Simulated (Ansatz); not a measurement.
# Band gap of GaN (P6_3mc) from density functionals to GW, part 2 of 2

Aim: the gap of GaN (P6_3mc) at several levels of theory on one structure, with the time that each takes.

Ansatz 0.2.0; density functionals, hybrids and G0W0, plane waves, PAW. Known limits of the many-body steps: finite bands, screening cutoff and k mesh; no spin-orbit coupling in G0W0; d shells not analysed.

So far. Step 4 (HSE06 on the 6×6×4 mesh): Over mesh and listed points the gap is 3.149 eV, direct, at k = Γ. HSE06 against PBE: 3.149 − 1.891 = +1.258 eV. The runs also differ in mesh (12×12×4 and 6×6×4), so how much of this comes from the functional alone is not known. Step 5 (HSE06+SOC on the 6×6×4 mesh): Over mesh and listed points the gap is 3.142 eV, direct, at k = Γ.

The database entry behind the starting cell has ideal inner coordinates that were not refined, so it need not match the best structure at ambient conditions.

## (6) G0W0@PBE, 12×12×6 mesh, 190 empty bands, screening to 150 eV, hard PAW files

G0W0 replaces the xc potential by a self-energy built once from the orbitals of the start. Levels are corrected in the window of bands that the input names, at points of the mesh.

This step: G0W0 on PBE, plane waves, PAW.

input.yaml

```yaml
crystal:
  lattice:
    - [3.19, 0.0, 0.0]
    - [-1.595, 2.7626210381, 0.0]
    - [0.0, 0.0, 5.189]
  atoms:
    - { symbol: Ga, position: [0.6666666667, 0.3333333333, 0.0] }
    - { symbol: Ga, position: [0.3333333333, 0.6666666667, 0.5] }
    - { symbol: "N", position: [0.6666666667, 0.3333333333, 0.375] }
    - { symbol: "N", position: [0.3333333333, 0.6666666667, 0.875] }
kpoints:
  mp_grid: { grid: [12, 12, 6] }
hamiltonian:
  xc: pbe
  pseudopotentials: { kind: paw, source: ansatz }
scf:
  occupations: { method: fixed }
gw:
  n_empty_bands: 190
  ecut_chi: 150
  qp_bands: [v2, c2]
  qp_kpoints: band_edges
  screening: { model: contour_deformation }
```

On the command line:

```sh
ansatz run input.yaml --threads 3 --pin off --max-ram 92160MiB --backend cuda --events-out ev --progress --plain --runs-dir out --devices 1 --max-vram 13GiB
```

Numbers of over 12 decimals in the logs are rounded to 6 here.

Log:

```text
GPUs: using 1 of 1 available (devices: 1).
[...]
GPU FFT provider: cuFFT
GPU libraries: cuBLAS 13.8.2, cuFFT 12.4.0, cuSOLVER 12.3.4
Crystal: 4 atoms, lattice volume = 45.729 Å³
Basis set: ecut = 1020 eV, 3393 PW (Γ)
Bands: 32, of which v1, the nominal top of the filled ones, is band 26 counted from 1 (25 counted from 0)
Symmetry: 12 space group operations
[...]
k-points: 76 of 864 (time reversal used)
[...]
1    28     15.3973   -10.1908    -4.4310   -15.2661  0.8141    16.0454    16.0416  root
[...]
75    25      9.5991   -22.2693     3.2523   -18.2481  0.7679     8.8225     8.8302  root
    75    26      9.5991   -22.2693     3.2523   -18.2481  0.7679     8.8225     8.8302  root
    75    27     17.5121    -9.5305    -4.7866   -14.9593  0.8088    18.1594    18.1543  root
    75    28     17.5121    -9.5305    -4.7866   -14.9593  0.8088    18.1594    18.1543  root
[key lines of the parts left out:]
SCF converged after 8 iterations
Free energy (F): -17597.786207 eV
Fermi energy:    11.089698 eV
```

Run time: 6.8 min. Hardware: 1 × NVIDIA H100 80GB HBM3 (shared by 6 runs) with 3 threads of AMD EPYC 7R13 (Zen 3), shared host; peak memory 3 GiB; 12 min of CPU time.

Numbers from this step:

```yaml
bands_summed: 216
rpa_eps_infinity_on_this_mesh_eigenvalues: 5.519, 5.519, 5.692
plane_waves_in_the_screening_matrix: 197
g0w0_gap_over_the_corrected_points: 3.044 eV
k_of_the_valence_top: 0, 0, 0
k_of_the_conduction_bottom: 0, 0, 0
starting_gap_on_the_mesh: 1.906 eV
z_at_the_valence_top: 0.7738
z_at_the_conduction_bottom: 0.8099
least_direct_g0w0_gap_over_the_corrected_points: 3.044 eV
```

Over 27 of 76 irreducible mesh points the G0W0 gap is 3.044 eV, direct, at k = Γ. The PBE gap of this run on the mesh is 1.906 eV. The two states that bound the G0W0 gap lie that far apart at the start, so the correction of the gap is 3.044 − 1.906 = +1.138 eV.

## (7) The ladder

Each gap is the least one over the points named; times are wall times on shared hosts, not benchmarks. A G0W0 time includes the run's own self-consistent start. Runs with listed points see these and the mesh alone, so an edge that moves elsewhere is missed.

```
    level     mesh       files, cutoff  bands summed, screening                            points  gap (eV)  valence top  conduction bottom  least direct gap (eV)     time
      PBE  12×12×4  soft_1 PAW, 420 eV                        -                     mesh and path     1.891            Γ                  Γ                  1.891    7.5 s
  PBE+SOC  12×12×4  soft_1 PAW, 420 eV                        -            mesh and listed points     1.888            Γ                  Γ                  1.888    6.6 s
    HSE06    6×6×4  soft_1 PAW, 420 eV                        -            mesh and listed points     3.149            Γ                  Γ                  3.149     19 s
HSE06+SOC    6×6×4  soft_1 PAW, 420 eV                        -            mesh and listed points     3.142            Γ                  Γ                  3.142     72 s
 G0W0@PBE  12×12×6   hard PAW, 1020 eV              216, 150 eV  27 of 76 irreducible mesh points     3.044            Γ                  Γ                  3.044  6.8 min
```

## (8) Summary of results

| Item | Value |
| --- | --- |
| PBE, over mesh and path | 1.891 eV |
| PBE+SOC, over mesh and listed points | 1.888 eV |
| HSE06, over mesh and listed points | 3.149 eV |
| HSE06+SOC, over mesh and listed points | 3.142 eV |
| G0W0@PBE, over 27 of 76 irreducible mesh points | 3.044 eV |
| known limits | finite bands, screening cutoff and k mesh; no spin-orbit coupling in G0W0; d shells not analysed |

What this shows: The rows run from 1.888 eV (PBE+SOC) to 3.149 eV (HSE06). They differ in mesh, files, plane-wave cutoff and the points over which the gap was sought as well as in level, so only pairs that share these are like for like. PBE+SOC against PBE: 1.888 − 1.891 = −0.003 eV, with the same mesh, set of files (read in its fully relativistic form for the spin-orbit run) and cutoff, and both edges at the same k points. The spin-orbit run sees mesh and listed points alone, so its gap is an upper bound: the coupling can move an edge off these points, the more so as this crystal has no centre of inversion, and the change over the zone, its sign included where it is small, is not known. HSE06+SOC against HSE06: 3.142 − 3.149 = −0.007 eV, with the same mesh, set of files (read in its fully relativistic form for the spin-orbit run) and cutoff, and both edges at the same k points. The spin-orbit run sees mesh and listed points alone, so its gap is an upper bound: the coupling can move an edge off these points, the more so as this crystal has no centre of inversion, and the change over the zone, its sign included where it is small, is not known. G0W0@PBE moves the gap of its own start on the mesh by 3.044 − 1.906 = +1.138 eV, between the same two levels. Both edges that PBE shows over mesh and path lie at k points where levels were corrected. Levels at other points were not corrected, so a lower G0W0 gap elsewhere in the zone is not ruled out. What spin-orbit coupling does to the G0W0 levels was not computed, so no sum with the G0W0 gap is formed. For G0W0@PBE: no second run with other bands and screening cutoff is shown, so the distance to the basis limit is not known. The G0W0 runs are scalar-relativistic. One-shot GW is known to converge slowly in bands for compounds with shallow d shells. The cell holds Ga; the filling of the d shell and its place against the gap were not analysed here. No pair of G0W0 runs that differ in the mesh alone is shown (12×12×6 is a supercell whose nearest images lie 31 Å apart), so the error from the mesh is not known here. G0W0 is shown with one set of atomic data (hard PAW), so the error from the files is not known here. Failed or unusable runs of this series, left out of the table: G0W0@HSE06 (12×12×6 mesh, hard PAW files, 1020 eV, 410 empty bands) reached its time limit after 17 min; G0W0@PBE0 (12×12×6 mesh, hard PAW files, 1020 eV, 410 empty bands) reached its time limit after 13 min.

[Paths, hosts, dates, memory and timing lines, banners, echoed tables and standing remarks are left out of the program output.]

[Logs are printed without paths, hosts, clocks, repeated set-up lines and the standing remarks that a program may print on its own settings, such as how far it seeks lower states.]

[Runs of the session that timed out or met a known fault of the program may be left out.]

[Cells called generated may have been cut or substituted from an entry of the Crystallography Open Database or the Materials Project.]

[Hosts, paths, dates, database ids (printed as entryN), source tags and the programs' standing remarks are cut or masked in the printed files.]

[Where an RPA ε∞ is given, it is that of the G0W0 mesh and is not shown converged in it. Names of k-points follow the symmetry that the program found, which can be lower than the space group named. Band edges on a path are those of the sampled points; other points can move an edge, and change direct to indirect where valleys lie close.]

[Hybrid gaps are those of their k-mesh and are not shown converged in it.]
